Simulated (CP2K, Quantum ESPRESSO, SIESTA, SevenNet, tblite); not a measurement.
# Pressure against volume in random zinc-blende (Al, Ga, In)P solid solution (64 atoms), SIESTA DZP, PBE

The cell holds 64 atoms: 11 Ga, 32 P, 10 Al and 11 In. Its edges and angles: a = 11.188 Å, b = 11.188 Å, c = 11.188 Å, α = 90.0°, β = 90.0°, γ = 90.0°. Zinc-blende lattice (a = 5.594 Å, the mean of the end members), 2 x 2 x 2 cells, metal sites filled at random with 10 Al, 11 Ga, 11 In; not relaxed, displaced by a Gaussian of 0.02 Å. Then the atoms were relaxed with SevenNet 0 in the fixed cell.

Calculated with SIESTA 5.4.2: PBE; DZP orbitals, shift 0.01 Ry, mesh 300 Ry; k-points Γ. The unchanged cell has V0 = 21.882 Å³ an atom and P0 = 3.022 GPa. It is scaled evenly, with fractional positions held.

```
volume (Å³/atom)  pressure (GPa)
          20.569           9.237
          21.225               ?
          22.538           0.609
          23.194          -1.434
```

Task: Fit a second-order expansion in ln V to the rows given and interpolate to the withheld row.

Worked fit:

To second order in u = ln(V/V0), P = P0 − B u + ½ B B′ u², with B the bulk modulus at V0 and B′ its pressure derivative. So v = (P − P0)/u is a line in u, with intercept −B and slope ½ B B′.

| u | v (GPa) |
| --- | --- |
| -0.0618754 | -100.447 |
| 0.0295588 | -81.6339 |
| 0.0582689 | -76.4662 |

With n = 3: mean u = 0.00865077, mean v = -86.1824, Σ(u − ū)² = 0.0078730, Σ(u − ū)(v − v̄) = 1.5832. Slope b = 1.5832 / 0.0078730 = 201.10; intercept a = v̄ − b ū = -87.922.

So B = 87.9 GPa and B′ = 2b/B = 4.6. At the withheld volume u = -0.03046, v = a + b u = -94.05 GPa, and P = P0 + u v.

Prediction at 21.225: 5.887 GPa. The run gave 5.878 GPa, so the fit is high by 0.0081 GPa (0.14 % of the value).

B′ = 4.6 rests on three points. Among the rows given, the largest miss of the fit is at 23.194, by 0.015 GPa (0.14 % of the range of the table).

Limits: Static cells at zero temperature, with the cell shape held.

[Logs are printed without paths, hosts, clocks, repeated set-up lines and the standing remarks that a program may print on its own settings, such as how far it seeks lower states.]

[Hosts, paths, dates, database ids (printed as entryN), source tags and the programs' standing remarks are cut or masked in the printed files.]
